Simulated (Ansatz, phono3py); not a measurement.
# KCl (Sylvite, Fm-3m): lattice thermal conductivity

Wanted: κ(T), lifetimes and mean free paths for KCl (Sylvite).

What experiment has found for this phase:
- thermal conductivity 7.1 W/m/K near room temperature (given in “Combining the AFLOW GIBBS and Elastic Libraries to efficiently and robustly screen thermo-mechanical properties of solids”, 2017, arXiv:1611.05714)
- thermal conductivity 7.1 W/m/K near room temperature (given in “Predicting the lattice thermal conductivity of solids by solving the Boltzmann transport equation: AFLOW - AAPL an automated, accurate and efficient framework”, 2017, arXiv:1611.05481)

Main program and level: Ansatz 0.2.0; DFT LDA, scalar-relativistic, plane waves, PAW; PAW set soft_1.

Report form: the programs' logs are mostly left out.

## (1) The starting structure

Symmetry: Fm-3m, No. 225, cubic system. Conventional cell: a = 6.293 Å, b = 6.293 Å, c = 6.293 Å, α = 90.00°, β = 90.00°, γ = 90.00°. K has 6 Cl at 3.15 Å nearest. Nearest to Cl lie 6 K at 3.15 Å. Farther neighbours and most contacts between anions are not listed.

## (2) A first coarse run

A cheap single point shows whether the cell is a metal or an insulator and how far it is from rest; that sets the k-mesh and the occupations of what follows.

Input file input.yaml:

```yaml
crystal:
  lattice:
    - [0.0, 3.14647, 3.14647]
    - [3.14647, 0.0, 3.14647]
    - [3.14647, 3.14647, 0.0]
  atoms:
    - { symbol: K, position: [0.0, 0.0, 0.0] }
    - { symbol: Cl, position: [0.5, 0.5, 0.5] }
kpoints:
  mp_grid: { grid: [6, 6, 6] }
hamiltonian:
  xc: lda
  pseudopotentials: { kind: paw, azcp: { folder: soft_1 }, xc_functional: pbe }
scf:
  occupations: { method: gaussian, width: 0.1 }
  lower_state_search: "off"
output:
  forces: true
  stress: true
  eigenvalues: true
```

On the command line:

```bash
> ansatz run input.yaml --threads 8 --pin off --max-ram 19456MiB --backend cpu --events-out ev --progress --plain --runs-dir out
```

Wall time 0.59 s (8 threads of Intel Xeon at 2.70GHz, shared host); peak memory 0.32 GiB; 1.8 s of CPU time.

Numbers from this step:

```yaml
pressure: -1.958 GPa
gap_on_the_k_mesh: 4.745 eV
volume_per_atom: 31.15 Å³/atom
```

The start is under -2.0 GPa at this level and looks like an insulator or semiconductor on this mesh.

## (3) Relaxation

Phonons are second derivatives about a minimum, so cell and atoms are relaxed first, inside the symmetry of the start.

input.yaml, the sections that differ from step 2:

```yaml
scf:
  occupations: { method: gaussian, width: 0.02 }
  lower_state_search: "off"
output:
  forces: true
  stress: true
  eigenvalues: true
  write_density: true
  write_potential: true
  elf: true
  volumetric_format: npy
relax:
  adjacent_minimum: "off"
  f_tol: 0.005
  max_steps: 80
  cell: { stress_tol: 0.05 }
# crystal, kpoints, hamiltonian: as in step 2
```

It took 2.3 s on 8 threads; peak memory 0.36 GiB.

Relaxation path:

```csv
step,energy less that of the first step (eV),largest force component (eV/Å),pressure (GPa),volume (Å³)
1,0.0000,0.0000,-1.96,62.30
2,-0.0331,0.0000,-1.02,58.82
3,-0.0418,0.0000,0.29,55.44
4,-0.0423,0.0000,-0.03,56.16
5*,-0.0422,0.0000,-0.03,56.16
```

Relaxation steps marked * repeat the geometry before them on a plane-wave basis chosen anew for their cell, so energy and pressure can jump there.

The run keeps the 48 symmetry operations that it works with, so distortions that break them were not tested.

```
conventional cell, symmetrised  before  after  change
                         a (Å)   6.293  6.079  -3.4 %
                         b (Å)   6.293  6.079  -3.4 %
                         c (Å)   6.293  6.079  -3.4 %
              volume (Å³/atom)   31.15  28.08  -9.9 %
```

Final coordinates:

```cif
data_structure
_symmetry_space_group_name_H-M 'P 1'
_symmetry_Int_Tables_number 1
_cell_length_a 4.2985
_cell_length_b 4.2985
_cell_length_c 4.2985
_cell_angle_alpha 60.000
_cell_angle_beta 60.000
_cell_angle_gamma 60.000
_cell_volume 56.16
loop_
_atom_site_label
_atom_site_type_symbol
_atom_site_fract_x
_atom_site_fract_y
_atom_site_fract_z
_atom_site_occupancy
K1 K 0.00000 0.00000 0.00000 1
Cl2 Cl 0.50000 0.50000 0.50000 1
```

Numbers from this step:

* pressure: -0.02992 GPa
* gap on the k-mesh: 5.109 eV
* volume per atom: 28.08 Å³/atom

ELF in the ac plane of the conventional cell at fractional y = 0.000, with atoms of K and Cl within 0.2 Å of it. It is the smooth field of the valence electrons, not physical close to the nuclei.

Ten even steps from '0' (0.02) to '9' (0.86), each cell a mean:
```
89821798579941699
99611699999830489
65200479998620146
10000134443200001
44310000110000234
99740025664102689
99961169998403899
58971289899614997
38971399789614995
89971289999504998
99951058986203799
77520002321001467
11100011111000011
32000257776410012
98401599999730268
99821799889940599
79931798359941698
```
Columns run along a (6.1 Å), rows up along c (6.1 Å), edges of the conventional cell, whose origin can differ from the input's. Atoms in or near the plane, at fractional coordinates: K at (0.00, 0.00), K at (0.50, 0.50), Cl at (0.50, 0.00), Cl at (0.00, 0.50).

Electrostatic potential energy in the ac plane of the conventional cell at fractional y = 0.000, with atoms of K and Cl within 0.2 Å of it. With pseudopotentials it is smooth inside the atoms' cores, unlike the true potential.

Ten even steps from '_' (-43 eV) to '@' (8 eV), each cell a mean:
```
__..**%%@@@@**..__..--%%@@@@##--__
::==##@@@@@@%%++::--##@@@@@@%%**--
##%%@@@@@@@@@@@@%%%%@@@@@@@@@@%%##
@@@@@@@@@@@@@@@@@@@@@@@@@@@@@@@@@@
@@@@@@@@@@@@@@@@@@@@@@@@@@@@@@@@@@
%%@@@@@@@@@@@@%%####%%@@@@@@@@@@%%
--++%%@@@@@@##==----**%%@@@@@@##--
__..**@@@@%%**..____--##@@@@%%--..
__..++@@@@%%++______--##@@@@%%::__
..--##@@@@@@**::__..==%%@@@@@@++..
++##@@@@@@@@%%**++**##@@@@@@@@%%**
@@@@@@@@@@@@@@@@%%%%@@@@@@@@@@@@@@
@@@@@@@@@@@@@@@@@@@@@@@@@@@@@@@@@@
%%@@@@@@@@@@@@@@@@@@@@@@@@@@@@@@%%
++##%%@@@@@@@@##++**%%@@@@@@@@##**
..--##@@@@@@##--....++@@@@@@%%==..
__..++%%@@@@++..____--%%@@@@##::__
```
Columns run along a (6.1 Å; values clipped at the 3rd and 97th percentile), rows up along c (6.1 Å), edges of the conventional cell, whose origin can differ from the input's. Atoms in or near the plane, at fractional coordinates: K at (0.00, 0.00), K at (0.50, 0.50), Cl at (0.50, 0.00), Cl at (0.00, 0.50).

Valence density in the ac plane of the conventional cell at fractional y = 0.000, with atoms of K and Cl within 0.2 Å of it. It is the smooth field of the valence electrons, not physical close to the nuclei.

Ten even steps from '_' (0.0 e/Å³) to '@' (4.3 e/Å³), each cell a mean:
```
@@**::______::--::----..____..==%%
++--________..::----..________..==
..______________....____________..
__________________________________
__________________________________
..______________..______________..
--::..________--++==..________..--
::--::______::**@@%%==______..----
..--::______::##@@@@++..____..--::
----..______..++##**--________::--
::..__________..::::__________..::
__________________________________
__________________________________
__________________________________
::..__________..::::..__________::
##==..______..------::________--**
@@##::______::--..::--..____..++@@
```
Columns run along a (6.1 Å), rows up along c (6.1 Å), edges of the conventional cell, whose origin can differ from the input's. Atoms in or near the plane, at fractional coordinates: K at (0.00, 0.00), K at (0.50, 0.50), Cl at (0.50, 0.00), Cl at (0.00, 0.50).

The relaxation ends with a pressure of -0.03 GPa.

## (4) A second relaxation

The relaxation is run once more from where the first one ended, as the script does after a large change of volume or of the gap, with mesh and occupations reviewed.

Changes to input.yaml since step 3:

```diff
@@ -2,5 +2,5 @@
   lattice:
-    - [0.0, 3.14647, 3.14647]
-    - [3.14647, 0.0, 3.14647]
-    - [3.14647, 3.14647, 0.0]
+    - [0.0, 3.039488773, 3.039488773]
+    - [3.039488773, 0.0, 3.039488773]
+    - [3.039488773, 3.039488773, 0.0]
   atoms:
```

Elapsed: 0.87 s, on 8 threads; peak memory 0.35 GiB.

Little changed from the start: no atom moved by 0.005 Å and no cell edge by 0.1 %.

Electrostatic potential energy in the ac plane of the conventional cell at fractional y = 0.000, with atoms of K and Cl within 0.2 Å of it. With pseudopotentials it is smooth inside the atoms' cores, unlike the true potential.

Ten even steps from '_' (-43 eV) to '@' (8 eV), each cell a mean:
```
__..**%%@@@@**..__..--%%@@@@##--__
::==##@@@@@@%%++::--##@@@@@@%%**--
##%%@@@@@@@@@@@@%%%%@@@@@@@@@@%%##
@@@@@@@@@@@@@@@@@@@@@@@@@@@@@@@@@@
@@@@@@@@@@@@@@@@@@@@@@@@@@@@@@@@@@
%%@@@@@@@@@@@@%%####%%@@@@@@@@@@%%
--++%%@@@@@@##==----**%%@@@@@@##--
__..**@@@@%%**..____--##@@@@%%--..
__..++@@@@%%++______--##@@@@%%::__
..--##@@@@@@**::__..==%%@@@@@@++..
++##@@@@@@@@%%**++**##@@@@@@@@%%**
@@@@@@@@@@@@@@@@%%%%@@@@@@@@@@@@@@
@@@@@@@@@@@@@@@@@@@@@@@@@@@@@@@@@@
%%@@@@@@@@@@@@@@@@@@@@@@@@@@@@@@%%
++##%%@@@@@@@@##++**%%@@@@@@@@##**
..--##@@@@@@##--....++@@@@@@%%==..
__..++%%@@@@++..____--%%@@@@##::__
```
Columns run along a (6.1 Å; values clipped at the 3rd and 97th percentile), rows up along c (6.1 Å), edges of the conventional cell, whose origin can differ from the input's. Atoms in or near the plane, at fractional coordinates: K at (0.00, 0.00), K at (0.50, 0.50), Cl at (0.50, 0.00), Cl at (0.00, 0.50).

Valence density in the ac plane of the conventional cell at fractional y = 0.000, with atoms of K and Cl within 0.2 Å of it. It is the smooth field of the valence electrons, not physical close to the nuclei.

Values in e/Å³, 9 rows by 16 columns, each cell a mean:
```
3.2 2.1 0.6 0.1 0.1 0.4 1.1 1.5 1.4 1.4 0.7 0.2 0.1 0.3 1.3 2.9
0.4 0.2 0.1 0.0 0.0 0.1 0.2 0.4 0.5 0.3 0.2 0.1 0.0 0.1 0.2 0.3
0.3 0.2 0.1 0.0 0.0 0.0 0.1 0.2 0.2 0.1 0.1 0.0 0.0 0.1 0.1 0.2
1.4 1.1 0.5 0.2 0.1 0.2 0.9 2.1 2.4 1.4 0.4 0.1 0.1 0.3 0.8 1.3
1.0 1.6 0.9 0.2 0.1 0.4 1.9 3.9 4.2 2.9 0.9 0.2 0.1 0.5 1.4 1.4
1.1 0.8 0.4 0.1 0.1 0.1 0.5 1.3 1.5 0.9 0.3 0.1 0.1 0.2 0.6 1.0
0.2 0.1 0.1 0.0 0.0 0.0 0.1 0.1 0.1 0.1 0.1 0.0 0.0 0.0 0.1 0.2
0.8 0.5 0.1 0.0 0.1 0.2 0.4 0.7 0.8 0.5 0.2 0.1 0.0 0.1 0.3 0.7
3.9 2.6 0.8 0.1 0.1 0.5 1.3 1.5 1.2 1.5 0.8 0.2 0.1 0.4 1.7 3.5
```
Columns run along a (6.1 Å), rows up along c (6.1 Å), edges of the conventional cell, whose origin can differ from the input's. Atoms in or near the plane, at fractional coordinates: K at (0.00, 0.00), K at (0.50, 0.50), Cl at (0.50, 0.00), Cl at (0.00, 0.50).

ELF in the ac plane of the conventional cell at fractional y = 0.000, with atoms of K and Cl within 0.2 Å of it. It is the smooth field of the valence electrons, not physical close to the nuclei.

Values, 9 rows by 16 columns, each cell a mean:
```
0.81 0.85 0.64 0.13 0.27 0.75 0.85 0.72 0.66 0.82 0.83 0.53 0.09 0.40 0.80 0.82
0.41 0.31 0.13 0.03 0.12 0.43 0.61 0.68 0.69 0.65 0.53 0.24 0.03 0.07 0.24 0.38
0.50 0.47 0.36 0.16 0.03 0.04 0.12 0.21 0.24 0.17 0.08 0.02 0.07 0.27 0.43 0.49
0.78 0.84 0.80 0.49 0.07 0.30 0.73 0.83 0.83 0.80 0.53 0.11 0.25 0.72 0.85 0.81
0.41 0.76 0.85 0.56 0.10 0.48 0.85 0.77 0.70 0.85 0.72 0.18 0.29 0.78 0.84 0.56
0.83 0.84 0.76 0.43 0.06 0.22 0.59 0.75 0.77 0.69 0.39 0.07 0.22 0.65 0.81 0.84
0.31 0.28 0.20 0.08 0.02 0.07 0.13 0.18 0.19 0.15 0.10 0.04 0.05 0.16 0.25 0.30
0.61 0.51 0.26 0.05 0.16 0.56 0.75 0.80 0.81 0.78 0.67 0.35 0.05 0.12 0.41 0.58
0.74 0.85 0.69 0.16 0.29 0.78 0.85 0.64 0.51 0.78 0.84 0.55 0.10 0.45 0.84 0.80
```
Columns run along a (6.1 Å), rows up along c (6.1 Å), edges of the conventional cell, whose origin can differ from the input's. Atoms in or near the plane, at fractional coordinates: K at (0.00, 0.00), K at (0.50, 0.50), Cl at (0.50, 0.00), Cl at (0.00, 0.50).

## (5) Relaxing to small residual forces and stress

The relaxation is repeated with tighter thresholds on force and stress, since phonons are sensitive to what is left; a change of mesh or smearing in the input moves the cell too.

input.yaml, the sections that differ from step 4:

```yaml
scf:
  occupations: { method: fixed }
  lower_state_search: "off"
output:
  forces: true
  stress: true
  eigenvalues: true
relax:
  adjacent_minimum: "off"
  f_tol: 0.001
  max_steps: 60
  cell: { stress_tol: 0.01 }
# crystal, kpoints, hamiltonian: as in step 4
```

It took 1.3 s on 8 threads; peak memory 0.34 GiB; 4.3 s of CPU time.

Little changed from the start: no atom moved by 0.005 Å and no cell edge by 0.1 %.

Numbers from this step:

- pressure: -0.009634 GPa
- gap on the k-mesh: 5.112 eV
- volume per atom: 28.06 Å³/atom

The residual pressure is -0.0096 GPa, small enough for phonons.

[end of part 1 of 2]

[Logs are printed without paths, hosts, clocks, repeated set-up lines and the standing remarks that a program may print on its own settings, such as how far it seeks lower states.]

[Hosts, paths, dates, database ids (printed as entryN), source tags and the programs' standing remarks are cut or masked in the printed files.]

[A step with changed settings may run another functional than the one named; its input shows which.]
